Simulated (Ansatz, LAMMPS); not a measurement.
# An extra electron or hole in amorphous 29Ga2O3-71GeO2 (mol %) (86 atoms), part 3 of 4

Aim: add and remove one electron in amorphous 29Ga2O3-71GeO2 (mol %) (86 atoms), with atoms held and relaxed, and read trapping energy and localisation.

Ansatz 0.2.0; Kohn-Sham DFT, r2SCAN, PAW (set soft_1), plane waves; PAW set soft_1.

The cell: 14 Ga, 17 Ge and 55 O. The quench rate of 100 K/ps is many orders above laboratory rates. The network of bonds at the start is that of the classical potential that made the cell. Sampling is at Γ alone, for a cell whose shortest periodic width is 10 Å.

So far. Step 3 (Relaxation): The relaxation converged after 25 steps, 7.02 eV below its start, with a largest force component of 0.044 eV/Å. Step 5 (An extra electron, atoms held): An extra electron, atoms held: the energy stands 7.36 eV above that of the reference, with a moment of 0.93 μB.

**6. An extra electron, atoms relaxed**

The atoms now respond to the charge; the energy gained comes from screening by the atoms, from trapping if the charge localises, and from any strain left in the reference.

input.yaml

```yaml
crystal:
  lattice:
    - [10.35908, 0.0, 0.0]
    - [0.0, 10.35908, 0.0]
    - [0.0, 0.0, 10.35908]
  atoms:
    [... the 86 atom lines of step 4 ...]
total_charge: -1
kpoints:
  mp_grid: { grid: [1, 1, 1] }
hamiltonian:
  xc: r2scan
  pseudopotentials: { kind: paw, azcp: { folder: soft_1 } }
scf:
  occupations: { method: fermi_dirac, width: 0.01 }
  lower_state_search: "off"
output:
  forces: true
magnetization:
  spin_polarized: true
  initial_magnetization: 1
relax:
  f_tol: 0.05
  max_steps: 90
```

The run is started by

```console
$ ansatz run input.yaml --threads 4 --pin off --max-ram 8192MiB --backend cpu --events-out ev --progress --plain --runs-dir out
```

Standard output:

```text
[...]
Crystal: 86 atoms, lattice volume = 1111.638 Å³
Basis set: ecut = 500 eV, 28257 PW (Γ), exchange–correlation on 320×320×320 points (64 copies of the dense FFT grid, shifted against one another)
Bands: 462, of which v1, the nominal top of the filled ones, is band 376 counted from 1 (375 counted from 0)
Symmetry: 1 space group operations
[...]
k-points: 1
[...]
Starting moments: Σ|m| = 1 μB on 86 of 86 sites
[...]
SCF iter   1: F=-157457.929753 eV  HF=-157504.945885 eV  |F-HF|=4.70e1  |Δ(HF+E_count)|=         —  Δρ=5.53e-2 (↑5.31e-2 ↓5.53e-2)  dr2=8.58e1  dr2_τ=1.85e0  dr2_m=2.01e-2  M=1.000 μB ∫|m|=1.086 μB  β_m=1.00  ethr=3.10e-3  ⟨swp⟩=6.0  Hψ=3730  notcnv=0
[...]
SCF iter   2: F=-157476.897029 eV  HF=-157491.181477 eV  |F-HF|=1.43e1  |Δ(HF+E_count)|=         —  Δρ=3.51e-2 (↑3.49e-2 ↓3.51e-2)  dr2=3.40e1  dr2_τ=1.62e-1  dr2_m=6.97e-4  M=0.900 μB ∫|m|=1.056 μB  β_m=0.30  ethr=3.10e-3  ⟨swp⟩=2.0  Hψ=1531  notcnv=0  defer=158
[...]
SCF iter   8: F=-157485.105419 eV  HF=-157485.103589 eV  |F-HF|=1.83e-3  |Δ(HF+E_count)|=   1.30e-3  Δρ=2.45e-4 (↑2.45e-4 ↓2.40e-4)  dr2=1.24e-3  dr2_τ=2.46e-5  dr2_m=3.04e-4  M=0.887 μB ∫|m|=1.052 μB  β_m=1.20  ethr=9.08e-7  ⟨swp⟩=2.0  Hψ=1485  notcnv=0  defer=154
[...]
SCF iter  13: F=-157485.106150 eV  HF=-157485.106136 eV  |F-HF|=1.33e-5  |Δ(HF+E_count)|=   2.12e-5  Δρ=1.21e-5 (↑1.17e-5 ↓1.21e-5)  dr2=5.72e-6  dr2_τ=3.82e-8  dr2_m=2.81e-7  M=0.931 μB ∫|m|=1.119 μB  ethr=3.56e-9  ⟨swp⟩=1.0  Hψ=2179  notcnv=0
SCF 1 converged in 13 iterations: F = -157485.106150 eV  dr2 = 5.72e-6
[...]
relax step   1: F+E_penalty+E_count = -157485.10614983 eV  Δ(F+E_penalty+E_count) = +0.000e0 eV  max|allowed force component| = 2.154e-1 eV/Å  Δτ_max = 0.0000 Å  (13 SCF iters, dr2 threshold 6.25e-5 eV, accepted)
[...]
relax step   2: F+E_penalty+E_count = -157485.12352410 eV  Δ(F+E_penalty+E_count) = -1.737e-2 eV  max|allowed force component| = 1.459e-1 eV/Å  Δτ_max = 0.0130 Å  (7 SCF iters, dr2 threshold 2.90e-6 eV, accepted)
[...]
relax step   3: F+E_penalty+E_count = -157485.13513394 eV  Δ(F+E_penalty+E_count) = -1.161e-2 eV  max|allowed force component| = 4.754e-2 eV/Å  Δτ_max = 0.0236 Å  (10 SCF iters, accepted)
[...]
SCF iter   2: F=-157485.135134 eV  HF=-157485.135134 eV  |F-HF|=1.95e-8  |Δ(HF+E_count)|=   1.54e-9  Δρ=6.62e-7 (↑6.56e-7 ↓6.62e-7)  dr2=2.22e-8  dr2_τ=1.26e-10  dr2_m=2.27e-11  M=0.954 μB ∫|m|=1.150 μB  ethr=4.86e-12  ⟨swp⟩=3.0  Hψ=1686  notcnv=0
SCF 4 converged in 2 iterations: F = -157485.135134 eV  dr2 = 2.22e-8
SCF converged after 2 iterations
Stability not checked: this state was not tested for a lower state beside it, because the mixer in use, unlike msr1, does not test its closes by its own steps (another_mixer; see scf.mixing.algorithm and scf.lower_state_search)
Magnetization: 0.9544 μB (375.9772 up, 375.0228 down)
Absolute magnetization: 1.0651 μB (∫|ρ↑−ρ↓|, with the PAW one-centre terms)
[...]
Per-site moments (μB) at R_I (Å): [(0.0030403, 0.762152), (0.00221281, 0.748720), (0.00199871, 0.740009), (0.00484906, 0.787046), (0.00396502, 0.770697), [...]
Free energy (F): -157485.135134 eV
[...]
Internal energy: -157485.132961 eV  (E = F + TS)
E sigma→0 (E₀):  -157485.134047 eV
Entropy (-TS):   -0.002173 eV (-0.025 meV/atom)
Fermi energy:    7.326325 eV
[...]
Σ components = -157485.135134   (vs F -157485.135134, Δ=0.00e0)
--- Forces (eV/Å), atoms counted from 1 ---
  atom   1  Ga     0.01339162    -0.00136643    -0.00212582
  atom   2  Ga     0.00665759     0.01238404     0.00850000
  atom   3  Ga     0.01329319     0.00167098     0.00240625
  atom   4  Ga    -0.00734080     0.01378382    -0.00947923
[...]
atom  86  O      0.00843640    -0.00400583     0.00085556
  max |Σ_I F_I| component: 8.07e-5 eV/Å
--- Relaxed structure (3 steps of the walk, 3 accepted, 0 SCFs on fresh bases) ---
  F+E_penalty+E_count = -157485.13513394 eV   max|allowed force component| = 4.754e-2 eV/Å
  atoms:
    - { symbol: Ga, position: [0.229703, 0.458163, 0.795507] }
    - { symbol: Ga, position: [0.562430, 0.989496, 0.899514] }
    - { symbol: Ga, position: [0.281878, 0.569334, 0.459526] }
    - { symbol: Ga, position: [0.180292, 0.483129, 0.134156] }
[...]
- { symbol: O, position: [0.357227, 0.588927, 0.794909] }
```

Run time: 5.2 min. Hardware: 4 threads of AMD EPYC 7R43, shared host; peak memory 4.9 GiB; 21 min of CPU time.

The relaxation converged after 3 steps, 0.0290 eV below its start, with a largest force component of 0.048 eV/Å.

An extra electron, atoms relaxed: the energy stands 7.33 eV above that of the reference, with a moment of 0.95 μB.

**7. An extra electron, levels at the relaxed geometry**

A single point at the new geometry gives levels and spin density.

input.yaml, the sections that differ from step 6:

```yaml
crystal:
  lattice:
    - [10.35908, 0.0, 0.0]
    - [0.0, 10.35908, 0.0]
    - [0.0, 0.0, 10.35908]
  atoms:
    - { symbol: Ga, position: [0.2297, 0.45816, 0.79551] }
    - { symbol: Ga, position: [0.56243, 0.9895, 0.89951] }
    - { symbol: Ga, position: [0.28188, 0.56933, 0.45953] }
    - { symbol: Ga, position: [0.18029, 0.48313, 0.13416] }
    - { symbol: Ga, position: [0.88155, 0.3962, 0.21111] }
    - { symbol: Ga, position: [0.63448, 0.76001, 0.10028] }
    [... 74 atom lines left out ...]
    - { symbol: O, position: [0.73819, 0.7095, 0.49898] }
    - { symbol: O, position: [0.94478, 0.85475, 0.38203] }
    - { symbol: O, position: [0.20329, 0.86821, 0.28951] }
    - { symbol: O, position: [0.78836, 0.26044, 0.609] }
    - { symbol: O, position: [0.44838, 0.13451, 0.90794] }
    - { symbol: O, position: [0.35723, 0.58893, 0.79491] }
output:
  forces: true
  stress: true
  populations: true
  dos:
    method: { smearing: { sigma: 0.1 } }
    de: 0.1
    projected: { site_lists: { Ga: [Ga], Ge: [Ge], O: [O] } }
  eigenvalues: true
  write_density: true
  write_potential: true
  volumetric_format: npy
# total_charge, kpoints, hamiltonian, scf, magnetization: as in step 6
# relax: removed
```

Standard output:

```text
[...]
Crystal: 86 atoms, lattice volume = 1111.638 Å³
Basis set: ecut = 500 eV, 28257 PW (Γ), exchange–correlation on 320×320×320 points (64 copies of the dense FFT grid, shifted against one another)
Bands: 462, of which v1, the nominal top of the filled ones, is band 376 counted from 1 (375 counted from 0)
Symmetry: 1 space group operations
[...]
k-points: 1
[...]
Starting moments: Σ|m| = 1 μB on 86 of 86 sites
[...]
SCF iter   1: F=-157457.947156 eV  HF=-157504.911219 eV  |F-HF|=4.70e1  |Δ(HF+E_count)|=         —  Δρ=5.52e-2 (↑5.30e-2 ↓5.52e-2)  dr2=8.56e1  dr2_τ=1.83e0  dr2_m=1.99e-2  M=1.000 μB ∫|m|=1.085 μB  β_m=1.00  ethr=3.10e-3  ⟨swp⟩=6.0  Hψ=3730  notcnv=0
[...]
SCF iter   2: F=-157476.977236 eV  HF=-157491.215427 eV  |F-HF|=1.42e1  |Δ(HF+E_count)|=         —  Δρ=3.51e-2 (↑3.49e-2 ↓3.51e-2)  dr2=3.39e1  dr2_τ=1.62e-1  dr2_m=7.35e-4  M=0.896 μB ∫|m|=1.050 μB  β_m=0.30  ethr=3.10e-3  ⟨swp⟩=2.0  Hψ=1578  notcnv=0  defer=158
[...]
SCF iter   8: F=-157485.136028 eV  HF=-157485.134136 eV  |F-HF|=1.89e-3  |Δ(HF+E_count)|=   1.46e-3  Δρ=2.60e-4 (↑2.60e-4 ↓2.53e-4)  dr2=1.25e-3  dr2_τ=2.48e-5  dr2_m=3.65e-4  M=0.912 μB ∫|m|=1.081 μB  β_m=1.20  ethr=8.80e-7  ⟨swp⟩=2.0  Hψ=1495  notcnv=0  defer=154
[...]
SCF iter  10: F=-157485.136761 eV  HF=-157485.136152 eV  |F-HF|=6.10e-4  |Δ(HF+E_count)|=   6.73e-4  Δρ=7.57e-5 (↑7.50e-5 ↓7.57e-5)  dr2=2.77e-4  dr2_τ=1.70e-6  dr2_m=2.55e-6  M=0.956 μB ∫|m|=1.153 μB  β_m=1.20  ethr=8.05e-8  ⟨swp⟩=2.0  Hψ=1431  notcnv=0  defer=154  κ⁻¹=1.6e-1(r=2)
[...]
SCF iter  16: F=-157485.135130 eV  HF=-157485.135130 eV  |F-HF|=4.15e-7  |Δ(HF+E_count)|=   1.30e-6  Δρ=3.07e-6 (↑3.07e-6 ↓2.73e-6)  dr2=1.95e-7  dr2_τ=9.08e-10  dr2_m=1.23e-9  M=0.954 μB ∫|m|=1.150 μB  β_m=1.20  ethr=6.35e-11  ⟨swp⟩=2.5  Hψ=1247  notcnv=0  defer=154  κ⁻¹=7.6e-5(r=8)
SCF iter  17: F=-157485.135130 eV  HF=-157485.135130 eV  |F-HF|=2.40e-8  |Δ(HF+E_count)|=   4.26e-7  Δρ=7.12e-7 (↑6.82e-7 ↓7.12e-7)  dr2=2.15e-8  dr2_τ=1.12e-10  dr2_m=6.60e-10  M=0.954 μB ∫|m|=1.150 μB  ethr=1.33e-11  ⟨swp⟩=16.5  Hψ=7236  notcnv=0
SCF 1 converged in 17 iterations: F = -157485.135130 eV  dr2 = 2.15e-8
[...]
SCF converged after 17 iterations
Magnetization: 0.9544 μB (375.9772 up, 375.0228 down)
Absolute magnetization: 1.0650 μB (∫|ρ↑−ρ↓|, with the PAW one-centre terms)
[...]
Per-site moments (μB) at R_I (Å): [(0.00303982, 0.762138), (0.00221299, 0.748737), (0.00199881, 0.740028), (0.00484903, 0.787053), (0.00396547, 0.770709), [...]
Free energy (F): -157485.135130 eV
[...]
Internal energy: -157485.132955 eV  (E = F + TS)
E sigma→0 (E₀):  -157485.134043 eV
Entropy (-TS):   -0.002175 eV (-0.025 meV/atom)
Fermi energy:    7.326284 eV
[...]
Σ components = -157485.135130   (vs F -157485.135130, Δ=0.00e0)
--- Forces (eV/Å), atoms counted from 1 ---
  atom   1  Ga     0.01439506    -0.00007323    -0.00248069
  atom   2  Ga     0.00631072     0.01154268     0.00863611
  atom   3  Ga     0.01215583     0.00253882     0.00160449
  atom   4  Ga    -0.00682449     0.01318532    -0.00973901
[...]
atom  86  O      0.00774882    -0.00504224     0.00086949
  max |Σ_I F_I| component: 7.82e-5 eV/Å
--- Stress (GPa, compression-positive) ---
       -3.232541      -0.170521       0.661093
       -0.170530      -3.432773       0.676256
        0.661086       0.676263      -3.127690
  P = ⅓ Tr σ = -3.2643 GPa (-32.643 kbar)
--- Band table (eV) ---
[...]
--- Löwdin populations: 86 sites ---
  site symbol       q [e]    m [muB]
     0     Ga     11.8552     0.0183
     1     Ga     11.8717     0.0141
     2     Ga     11.8703     0.0162
[...]
85      O      6.7219     0.0026
  spilling = 0.004885 (of n_electrons = 751.000000)
```

The job ended after 3.1 min (4 threads; peak memory 5 GiB; 12 min of CPU time).

An extra electron, levels at the relaxed geometry: the energy stands 7.33 eV above that of the reference, with a moment of 0.95 μB.

The levels nearest the highest filled one (over half full), pooled over k-points and spins:

```tsv
level less the highest filled one (eV)	occupation
-2.32	1
-2.01	1
-2.00	1
0	0.977
0.0752	0.023
1.62	0
1.74	0
1.96	0
```

Spin density in the ab plane at fractional z = 0.125, with atoms of Ga and Ge and O within 0.2 Å of it.

Values in units of 1e-3 e/Å³, 13 rows by 16 columns, each cell a mean:
```
 0.5  0.4  0.1  0.0  0.3  0.4  0.3  0.0  0.9  1.2  0.0  0.2  0.2  0.3  0.3  0.4
 0.5  0.6  0.6  1.1  2.2  1.2  0.4  0.0  5.3  2.9  0.4  0.6  0.2  0.2  0.3  0.4
 0.9  0.9  1.8 -3.1  3.3  0.9  0.2  0.2  0.5  1.0  0.0  1.0  0.5  0.5  0.6  1.5
 0.8  2.2  0.7  2.0  0.7  2.8  0.2  0.4  1.3  1.9  0.2  0.6  2.8  1.7  1.3  3.7
 0.7  6.6  0.8  0.6  0.2  1.0  0.4  1.4  0.8  0.7  1.2  0.6  0.1  0.9 -1.9  1.1
 0.3  0.6  2.1  3.0  1.5  1.1  1.0 -0.2  2.2  0.5  0.4  0.4  0.5  0.5  0.4  0.7
 0.6  2.8 -1.9 -3.3  1.3  0.2  1.4  3.1  2.7  0.7  0.3  0.4  0.7  0.5  0.0  0.0
 0.6  1.2  2.1  2.0  0.3  1.9  0.3  0.7  0.8  0.2  0.1  0.4  1.0  1.5  1.4  0.9
 0.3  0.0  0.4  0.8  0.4  0.1  0.0  0.0  0.1  0.9  1.9  1.3  0.2  0.7  0.6  0.9
 0.3  0.1  0.2  0.4  0.7  0.9  0.1  6.8  2.7  1.2 -0.4  2.0  1.9  7.1  0.2  0.3
 0.3  0.3  0.2  0.0  0.1  0.4  0.0  3.3  1.8  0.5  0.1  1.2  0.0 -0.1  0.1  0.4
 0.4  0.5  0.4  0.1  0.0  0.2  0.3  0.2  0.3  0.3  0.1  0.1  0.3  0.5  0.5  0.4
 0.6  0.7  0.5  0.3  0.2  0.2  0.3  0.5  0.4  0.3  0.1  0.1  0.2  0.4  0.4  0.5
```
Columns run along a (10.4 Å), rows up along b (10.4 Å). Atoms in or near the plane, at fractional coordinates: Ga at (0.18, 0.48), Ge at (0.64, 0.23), Ge at (0.92, 0.67), Ge at (0.21, 0.79), O at (0.53, 0.91), O at (0.83, 0.25), O at (0.47, 0.21).

**8. Neutral at the geometry of the electron**

The neutral cell at the new geometry gives the energy of that geometry without the charge.

input.yaml, the sections that differ from step 7:

```yaml
crystal:
  lattice:
    - [10.35908, 0.0, 0.0]
    - [0.0, 10.35908, 0.0]
    - [0.0, 0.0, 10.35908]
  atoms:
    [... the 86 atom lines of step 7 ...]
scf:
  occupations: { method: fermi_dirac, width: 0.05 }
output:
  forces: true
  stress: true
  populations: true
  dos:
    method: { smearing: { sigma: 0.1 } }
    de: 0.1
    projected: { site_lists: { Ga: [Ga], Ge: [Ge], O: [O] } }
  eigenvalues: true
# kpoints, hamiltonian: as in step 7
# total_charge: removed
# magnetization: removed
```

Standard output:

```text
[...]
Crystal: 86 atoms, lattice volume = 1111.638 Å³
Basis set: ecut = 500 eV, 28257 PW (Γ), exchange–correlation on 320×320×320 points (64 copies of the dense FFT grid, shifted against one another)
Bands: 461, of which v1, the nominal top of the filled ones, is band 375 counted from 1 (374 counted from 0)
Symmetry: 1 space group operations
[...]
k-points: 1
[...]
SCF iter   1: F=—  HF=-157515.029985 eV  |F-HF|=—  |Δ(HF+E_count)|=         —  Δρ=1.13e-1  dr2=9.03e1  dr2_τ=7.41e0  ethr=3.10e-3  ⟨swp⟩=5.0  Hψ=1790  notcnv=0  defer=45
[...]
SCF iter  12: F=—  HF=-157492.433858 eV  |F-HF|=—  |Δ(HF+E_count)|=   1.60e-6  Δρ=4.44e-6  dr2=2.17e-7  dr2_τ=1.88e-8  ethr=1.45e-10  ⟨swp⟩=2.0  Hψ=737  notcnv=0  defer=76
SCF iter  13: F=-157492.433858 eV  HF=-157492.433858 eV  |F-HF|=3.11e-8  |Δ(HF+E_count)|=   1.56e-7  Δρ=1.74e-6  dr2=3.35e-8  dr2_τ=2.69e-9  ethr=1.33e-11  ⟨swp⟩=12.0  Hψ=2310  notcnv=0
SCF 1 converged in 13 iterations: F = -157492.433858 eV  dr2 = 3.35e-8
[...]
SCF converged after 13 iterations
Free energy (F): -157492.433858 eV
[...]
Internal energy: -157492.433858 eV  (E = F + TS)
E sigma→0 (E₀):  -157492.433858 eV
Entropy (-TS):   -0.000000 eV (-0.000 meV/atom)
Fermi energy:    6.320406 eV
[...]
Σ components = -157492.433858   (vs F -157492.433858, Δ=0.00e0)
--- Forces (eV/Å), atoms counted from 1 ---
  atom   1  Ga     0.04870040     0.01271373     0.02048777
  atom   2  Ga    -0.06810915    -0.00705023     0.06213880
  atom   3  Ga    -0.00934705     0.01898777     0.02105846
  atom   4  Ga     0.02210745     0.01879697    -0.03743123
[...]
atom  86  O      0.02747271    -0.02680363     0.00326486
  max |Σ_I F_I| component: 9.97e-5 eV/Å
--- Stress (GPa, compression-positive) ---
       -4.216344      -0.148660       0.634908
       -0.148663      -4.324742       0.723810
        0.634897       0.723812      -3.997030
  P = ⅓ Tr σ = -4.1794 GPa (-41.794 kbar)
--- Band table (eV) ---
[...]
--- Löwdin populations: 86 sites ---
  site symbol       q [e]
     0     Ga     11.8332
     1     Ga     11.8536
     2     Ga     11.8499
[...]
85      O      6.7177
  spilling = 0.004865 (of n_electrons = 750.000000)
```

Run time: 66 s. Hardware: 4 threads; peak memory 3.5 GiB.

Neutral at the geometry of the electron: the energy stands 0.0288 eV above that of the reference.

[end of part 3 of 4]

[Long decimals in the printed logs are rounded to 6 places.]

[Logs are printed without paths, hosts, clocks, repeated set-up lines and the standing remarks that a program may print on its own settings, such as how far it seeks lower states.]

[Hosts, paths, dates, database ids (printed as entryN), source tags and the programs' standing remarks are cut or masked in the printed files.]
